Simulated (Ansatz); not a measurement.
# How the smearing shapes the phonons of ZrOs (Pm-3m)

Aim: see how the phonons of ZrOs (Pm-3m) along the first symmetry line respond to the electronic smearing.

Main program and level: Ansatz 0.2.0; DFT PBEsol, scalar-relativistic, plane waves, PAW.

**1. Set-up**

The structure is cubic, space group Pm-3m (No. 221). Conventional cell: a = 3.263 Å, b = 3.263 Å, c = 3.263 Å, α = 90.00°, β = 90.00°, γ = 90.00°. Nearest to Zr lie 8 Os at 2.83 Å. Nearest to Os lie 8 Zr at 2.83 Å. Farther neighbours are not listed.

**2. Relaxing cell and atoms**

The structure is brought to rest under this functional.

The input, input.yaml:

```yaml
crystal:
  lattice:
    - [3.263, 0.0, 0.0]
    - [0.0, 3.263, 0.0]
    - [0.0, 0.0, 3.263]
  atoms:
    - { symbol: Zr, position: [0.5, 0.5, 0.5] }
    - { symbol: Os, position: [0.0, 0.0, 0.0] }
kpoints:
  mp_grid: { grid: [10, 10, 10] }
hamiltonian:
  xc: pbesol
scf:
  occupations: { method: gaussian, width: 0.1 }
output:
  forces: true
  stress: true
  eigenvalues: true
  write_density: true
  write_potential: true
  elf: true
  volumetric_format: npy
relax:
  adjacent_minimum: "off"
  f_tol: 0.005
  max_steps: 80
  cell: { stress_tol: 0.05 }
```

Run with:

```sh
> ansatz run input.yaml --threads 4 --pin off --max-ram 8192MiB --backend cpu --events-out ev --progress --plain --runs-dir out
```

Numbers of over 12 decimals in the logs are rounded to 6 here.

Log:

```text
[the first part of the log is left out]
  E_xc         = -427.173173
  E_vxc        = -476.027340  (∫ρ·V_xc dr)
  E_paw        = -11779.908934  (= ΣΔE_a)
  E_vpaw       = -293.638281  (= ΣTr[D̂ρ^β])
  E_aug_tail   = -0.000048  (compensation charges beyond the density's cutoff)
  E_ewald      = -3200.310511
  E_core_change = 0.413653  (= ΣΔE_core)
  E_smearing   = -0.000943  (= −TS)
  E_closure    = -0.000000  (closes the sum)
  Σ components = -15380.754957   (vs F -15380.754957, Δ=0.00e0)
--- Forces (eV/Å), atoms counted from 1 ---
  atom   1  Zr     0.00000000    -0.00000000    -0.00000000
  atom   2  Os     0.00000000    -0.00000000     0.00000000
  max |Σ_I F_I| component: 5.26e-30 eV/Å
--- Stress (GPa, compression-positive) ---
        0.008923      -0.000000       0.000000
       -0.000000       0.008923       0.000000
        0.000000       0.000000       0.008923
  P = ⅓ Tr σ = 0.0089 GPa (0.089 kbar)
--- Band table (eV; the first three rows and the last of 56) ---
  k-point 0: bands = ["-65.8543", "-28.4984", "-25.2533", "-25.2533", "-25.2533", "-6.3849", "-6.3849", "-6.3849", "12.0188", "14.7589", "14.7589", "18.4604", "18.4604", "18.4604", "22.2500", "22.2500", "25.4000", "25.4000"]
  k-point 1: bands = ["-65.8541", "-28.4968", "-25.2578", "-25.2524", "-25.2524", "-6.4414", "-6.3836", "-6.3836", "12.2430", "14.8624", "14.9388", "18.4342", "18.4342", "18.5295", "21.9564", "22.3484", "24.5380", "24.5380"]
  k-point 2: bands = ["-65.8534", "-28.4927", "-25.2695", "-25.2500", "-25.2500", "-6.5866", "-6.3802", "-6.3802", "12.8800", "15.1650", "15.4197", "18.3808", "18.3808", "18.7242", "21.1968", "22.5426", "23.2133", "23.2133"]
  k-point 55: bands = ["-65.8469", "-28.3679", "-25.3218", "-25.3218", "-25.3218", "-6.8164", "-6.8164", "-6.8164", "17.1656", "17.1656", "17.1656", "17.8925", "17.8925", "17.8925", "20.6913", "20.6913", "24.0528", "25.4571"]
--- Relaxed structure (4 steps of the walk, 3 accepted, 1 SCFs on fresh bases) ---
  F+E_penalty+E_count = -15380.75495658 eV   max|allowed force component| = 2.630e-30 eV/Å   (the final SCF, on the basis selected at the relaxed cell)
  cell:  # Å, volume = 34.2030 Å³
    - [3.246046, 0, 0]
    - [0, 3.246046, 0]
    - [0, 0, 3.246046]
  atoms:
    - { symbol: Zr, position: [0.5, 0.5, 0.5] }
    - { symbol: Os, position: [0, 0, 0] }
```

Run time: 3.1 s. Hardware: 4 threads of Arm Neoverse V2, shared host; peak memory 0.36 GiB.

Step by step:

| step | energy less that of the first step (eV) | largest force component (eV/Å) | pressure (GPa) | volume (Å³) |
| --- | --- | --- | --- | --- |
| 1 | 0.0000 | 0.0000 | -3.43 | 34.74 |
| 2 | 0.0528 | 0.0000 | 12.19 | 32.58 |
| 3 | -0.0060 | 0.0000 | -0.26 | 34.24 |
| 4 | -0.0060 | 0.0000 | 0.01 | 34.20 |
| 5 | -0.0058 | 0.0000 | 0.01 | 34.20 |

The log counts 1 steps on a newly chosen plane-wave basis, not all of them marked here; energy and pressure can jump at such steps. Relaxation step 2 was tried and not accepted.

| conventional cell, symmetrised | before | after | change |
| --- | --- | --- | --- |
| a (Å) | 3.263 | 3.246 | -0.5 % |
| b (Å) | 3.263 | 3.246 | -0.5 % |
| c (Å) | 3.263 | 3.246 | -0.5 % |
| volume (Å³/atom) | 17.37 | 17.10 | -1.6 % |

The relaxed structure:

```xyz
2
Lattice="3.2460 0.0000 0.0000 0.0000 3.2460 0.0000 0.0000 0.0000 3.2460" Properties=species:S:1:pos:R:3 pbc="T T T"
Zr    1.6230    1.6230    1.6230
Os    0.0000    0.0000    0.0000
```

This step gave:

- pressure: 0.008923 GPa
- volume per atom: 17.10 Å³
- metallic on mesh: yes
- gap on the k-mesh: 0 eV

Electrostatic potential energy in the ac plane at fractional y = 0.000, with atoms of Os within 0.2 Å of it. With pseudopotentials it is smooth inside the atoms' cores, unlike the true potential.

Values in eV, 14 rows by 14 columns, each cell a mean:
```
-40 -39 -31 -17   3  17  21  22  20  14  -1 -19 -33 -39
-36 -32 -22  -8   9  18  21  22  21  17   6 -10 -24 -33
-22 -18  -8   4  14  19  21  22  21  19  13   2 -10 -19
 -3   0   7  14  18  20  21  21  21  20  17  13   6  -1
 14  15  17  19  20  20  20  20  20  20  20  19  17  14
 20  20  21  21  21  20  20  20  20  20  21  21  21  20
 22  22  22  22  21  20  20  19  20  20  21  22  22  22
 20  21  21  21  21  20  20  20  20  20  21  21  21  21
 16  17  18  19  20  20  20  20  20  20  20  19  18  17
  1   4  10  15  19  20  21  21  21  20  18  14   9   3
-20 -15  -6   6  15  19  21  22  21  19  14   4  -8 -17
-34 -30 -20  -6  10  18  21  22  21  17   7  -8 -22 -31
-40 -38 -30 -15   4  17  21  22  20  15   0 -18 -32 -39
-41 -40 -34 -20   1  16  20  22  20  14  -3 -22 -36 -40
```
Columns run along a (3.2 Å; values clipped at the 3rd and 97th percentile), rows up along c (3.2 Å). Atoms in or near the plane, at fractional coordinates: Os at (0.00, 0.00).

Valence density in the ac plane at fractional y = 0.000, with atoms of Os within 0.2 Å of it. It is the smooth field of the valence electrons, not physical close to the nuclei.

Ten even steps from '_' (0.2 e/Å³) to '@' (7.9 e/Å³):
```
@@@@%%++::________________::++%%@@
%%%%**--..________________..--**%%
++++--::____________________::--++
::::..________________________..::
__________________________________
__________________________________
__________________________________
__________________________________
__________________________________
__________________________________
__________________________________
__________________________________
::::..________________________..::
++++--::____________________::--++
%%%%**--..________________..--**%%
@@@@%%++::________________::++%%@@
@@@@%%++::________________::++%%@@
```
Columns run along a (3.2 Å), rows up along c (3.2 Å). Atoms in or near the plane, at fractional coordinates: Os at (0.00, 0.00).

ELF in the ac plane at fractional y = 0.000, with atoms of Os within 0.2 Å of it. It is the smooth field of the valence electrons, not physical close to the nuclei.

Ten even steps from '0' (0.19) to '9' (0.70):
```
46984002552004896
89984113553114899
88863124554213688
44432334554332344
00113344334433110
00123432222343210
22344421001244432
55555320000235555
55555320000235555
22344421001244432
00123432222343210
00113344334433110
44432334554332344
88863124554213688
89984113553114899
46984002552004896
04884002552004884
```
Columns run along a (3.2 Å), rows up along c (3.2 Å). Atoms in or near the plane, at fractional coordinates: Os at (0.00, 0.00).

The largest force is now zero by symmetry and the largest stress component 0.0089 GPa, small enough for phonons.

**3. Wavevectors along a line: Fermi–Dirac smearing of 0.1 eV**

The smearing blurs the Fermi surface that screens the phonons; a Fermi–Dirac width is an electronic temperature.

The input, input.yaml:

```yaml
crystal:
  lattice:
    - [3.2460455045, 0.0, 0.0]
    - [0.0, 3.2460455045, 0.0]
    - [0.0, 0.0, 3.2460455045]
  atoms:
    - { symbol: Zr, position: [0.5, 0.5, 0.5] }
    - { symbol: Os, position: [0.0, 0.0, 0.0] }
kpoints:
  mp_grid: { grid: [16, 16, 16] }
hamiltonian:
  xc: pbesol
scf:
  occupations: { method: fermi_dirac, width: 0.1 }
output:
  eigenvalues: true
phonons:
  method: dfpt
  qpoints:
    - [0, 0, 0]
    - [0.0, 0.0625, 0.0]
    - [0.0, 0.1875, 0.0]
    - [0.0, 0.3125, 0.0]
    - [0.0, 0.4375, 0.0]
```

Log:

```text
[...]
Crystal: 2 atoms, lattice volume = 34.203 Å³
Basis set: ecut = 420 eV, 691 PW (Γ), exchange–correlation on 48×48×48 points (8 copies of the dense FFT grid, shifted against one another)
Bands: 18, of which v1, the nominal top of the filled ones, is band 14 counted from 1 (13 counted from 0)
Symmetry: 48 space group operations
k-points: 165 of 4096
[...]
SCF iter   1: F=—  HF=-15380.751786 eV  |F-HF|=—  |Δ(HF+E_count)|=         —  Δρ=3.32e-3  dr2=1.47e-3  ethr=1.77e-3  ⟨swp⟩=4.0  Hψ=11934  notcnv=0
[...]
SCF iter   7: F=-15380.752413 eV  HF=-15380.752413 eV  |F-HF|=3.64e-12  |Δ(HF+E_count)|=  1.82e-11  Δρ=1.40e-7  dr2=1.38e-12  ethr=1.00e-12  ⟨swp⟩=4.0  Hψ=13525  notcnv=0
SCF 1 converged in 7 iterations: F = -15380.752413 eV  dr2 = 1.38e-12
[...]
NSCF: frozen V_eff on 165 k-points
[...]
DFPT response loops at q = (0, 0, 0) (fractional): preconditioner auto → Kerker (q_TF=auto, 2.639 Å⁻¹) (partly filled bands, converged f_vac=0.000); β = 1.00, the filter's whole step (`scf.mixing.beta` (0.50) is not read by the response loops under this deck's `scf.mixing.preconditioner`; to damp them name `kerker` or `kerker_dos`, under which they read `scf.mixing.beta`, and type it under 1.00, their step now; both keys bind the ground state too); Broyden in place of MSR1
[...]
SCF converged after 7 iterations
Free energy (F): -15380.752413 eV
[...]
Internal energy: -15380.737504 eV  (E = F + TS)
E sigma→0 (E₀):  -15380.744958 eV
Entropy (-TS):   -0.014909 eV (-7.455 meV/atom)
Fermi energy:    20.023807 eV
[...]
--- Band table (eV; the first three rows and the last of 165) ---
  k-point 0: bands = [... 10 lower, 14.7628, 18.4663, 18.4663, 18.4663, 22.2507, 22.2507, 25.3975, 25.3975]
  k-point 1: bands = [... 10 lower, 14.8342, 18.4556, 18.4556, 18.4937, 22.1331, 22.2907, 24.9966, 24.9966]
  k-point 2: bands = [... 10 lower, 15.0396, 18.4276, 18.4276, 18.5737, 21.8014, 22.3985, 24.2024, 24.2024]
  k-point 164: bands = [... 10 lower, 17.1714, 17.8910, 17.8910, 17.8910, 20.7030, 20.7030, 24.0572, 25.4504]
--- Phonons (Γ-DFPT): 2 representative perturbations + reference (Σ response iterations 6) ---
  ASR residual: 3.654e-4 → 0.000e0 eV/Å²; symmetrization residual: 5.011e-8 eV/Å²
  ASR residual per site (eV/Å²): 1.51e-4 3.65e-4
  Γ frequencies (cm⁻¹): 0.00 0.00 0.00 186.18 186.18 186.18
  non-analytic LO–TO correction: not included (Born effective charges unavailable; polar crystals: no LO–TO splitting at Γ)
--- Phonons (arbitrary-q DFPT): 5 explicit q-points ---
  q = [0, 0, 0] (of the zone-centre solve; hermiticity 1.28e-8, symmetrization 9.56e-13): 0.00 0.00 0.00 186.18 186.18 186.18
  q = [0, 0.0625, 0] (4 solved perturbations in 4032 linear systems a pass and spin channel, the states on 1296 of 4096 k-point pairs; hermiticity 2.89e-7, symmetrization 4.57e-11): 16.96 16.96 33.68 185.46 185.46 192.85
[...]
sum rule: each row above includes the acoustic sum rule's correction from the zone centre's row sums; it moved no ω² by more than (0.72 cm⁻¹)²
```

Wall time 3.8 min (4 threads); peak memory 2.2 GiB.

Reading the cycles: dr2 is the Hartree energy of the density residual (eV), the measure of convergence; HF is the Harris–Foulkes estimate of the energy, which meets the free energy F at convergence.

Each wavevector solved by linear response. Table of frequency by |q| along the line:

| \|q\| along the line (Å⁻¹) | mode 1 = mode 2 (cm⁻¹) | mode 3 (cm⁻¹) | mode 4 = mode 5 (cm⁻¹) | mode 6 (cm⁻¹) |
| --- | --- | --- | --- | --- |
| 0.000 | 0 | 0 | 186 | 186 |
| 0.121 | 17.0 | 33.7 | 185 | 193 |
| 0.363 | 50.9 | 91.4 | 180 | 223 |
| 0.605 | 85.2 | 130 | 166 | 263 |
| 0.847 | 118 | 148 | 148 | 292 |

**4. Phonons along a line: Fermi–Dirac smearing of 0.25 eV**

The smearing blurs the Fermi surface that screens the phonons; a Fermi–Dirac width is an electronic temperature.

Edit input.yaml of step 3 so:

```diff
@@ -13,3 +13,3 @@
 scf:
-  occupations: { method: fermi_dirac, width: 0.1 }
+  occupations: { method: fermi_dirac, width: 0.25 }
 output:
```

Wider smearing eases the sum over k-points of a metal but moves the result away from its zero-temperature value.

Log:

```text
band count auto-derived: 20 (N_el = 28.0; filled up to band 14; 18 by the electrons, moments and atoms)
[...]
Crystal: 2 atoms, lattice volume = 34.203 Å³
Basis set: ecut = 420 eV, 691 PW (Γ), exchange–correlation on 48×48×48 points (8 copies of the dense FFT grid, shifted against one another)
Bands: 20, of which v1, the nominal top of the filled ones, is band 14 counted from 1 (13 counted from 0)
Symmetry: 48 space group operations
k-points: 165 of 4096
[...]
SCF iter   1: F=—  HF=-15380.803344 eV  |F-HF|=—  |Δ(HF+E_count)|=         —  Δρ=3.94e-3  dr2=1.81e-3  ethr=1.77e-3  ⟨swp⟩=4.4  Hψ=12741  notcnv=0
[...]
SCF iter   7: F=-15380.803969 eV  HF=-15380.803969 eV  |F-HF|=1.82e-12  |Δ(HF+E_count)|=  4.42e-10  Δρ=1.92e-7  dr2=6.19e-12  ethr=1.00e-12  ⟨swp⟩=3.8  Hψ=15955  notcnv=0
SCF 1 converged in 7 iterations: F = -15380.803969 eV  dr2 = 6.19e-12
[...]
WARN: eigensolver did not converge in 4 slots of this pass, the one above among them; of largest residual over every band (k=163): 1 band(s) unlocked (lowest unlocked band 19, counted from 0; max residual 3.33e-5 eV among the unlocked bands, 3.33e-5 eV over every band); of lowest unlocked band (k=157): band 19
[...]
SCF converged after 7 iterations
Free energy (F): -15380.803969 eV
[...]
Internal energy: -15380.651091 eV  (E = F + TS)
E sigma→0 (E₀):  -15380.727530 eV
Entropy (-TS):   -0.152878 eV (-76.439 meV/atom)
Fermi energy:    19.997235 eV
[...]
--- Band table (eV; the first three rows and the last of 165) ---
  k-point 0: bands = [... 10 lower, 14.7652, 18.4709, 18.4709, 18.4709, 22.2577, 22.2577, 25.4067, 25.4067, ... 2 higher]
  k-point 1: bands = [... 10 lower, 14.8366, 18.4601, 18.4601, 18.4982, 22.1400, 22.2978, 25.0048, 25.0048, ... 2 higher]
  k-point 2: bands = [... 10 lower, 15.0421, 18.4321, 18.4321, 18.5783, 21.8080, 22.4055, 24.2095, 24.2095, ... 2 higher]
  k-point 164: bands = [... 10 lower, 17.1748, 17.8940, 17.8940, 17.8940, 20.7086, 20.7086, 24.0573, 25.4605, ... 2 higher]
[...]
ASR residual: 2.848e-4 → 0.000e0 eV/Å²; symmetrization residual: 4.108e-7 eV/Å²
  ASR residual per site (eV/Å²): 2.66e-4 2.85e-4
  Γ frequencies (cm⁻¹): 0.00 0.00 0.00 184.20 184.20 184.20
[...]
--- Phonons (arbitrary-q DFPT): 5 explicit q-points ---
[...]
```

Run time: 4.2 min. Hardware: 4 threads; peak memory 2.4 GiB; 16 min of CPU time.

Each wavevector solved by linear response. Table of frequency by |q| along the line:

| \|q\| along the line (Å⁻¹) | mode 1 = mode 2 (cm⁻¹) | mode 3 (cm⁻¹) | mode 4 = mode 5 (cm⁻¹) | mode 6 (cm⁻¹) |
| --- | --- | --- | --- | --- |
| 0.000 | 0 | 0 | 184 | 184 |
| 0.121 | 16.8 | 32.6 | 184 | 189 |
| 0.363 | 50.2 | 88.9 | 178 | 217 |
| 0.605 | 83.7 | 126 | 166 | 254 |
| 0.847 | 115 | 143 | 146 | 282 |

Against step 3 (now smearing width 0.25 eV), the free energy moves by -25.8 meV an atom.

(Part 1 of 2 ends here.)

[Logs are printed without paths, hosts, clocks, repeated set-up lines and the standing remarks that a program may print on its own settings, such as how far it seeks lower states.]

[Hosts, paths, dates, database ids (printed as entryN), source tags and the programs' standing remarks are cut or masked in the printed files.]
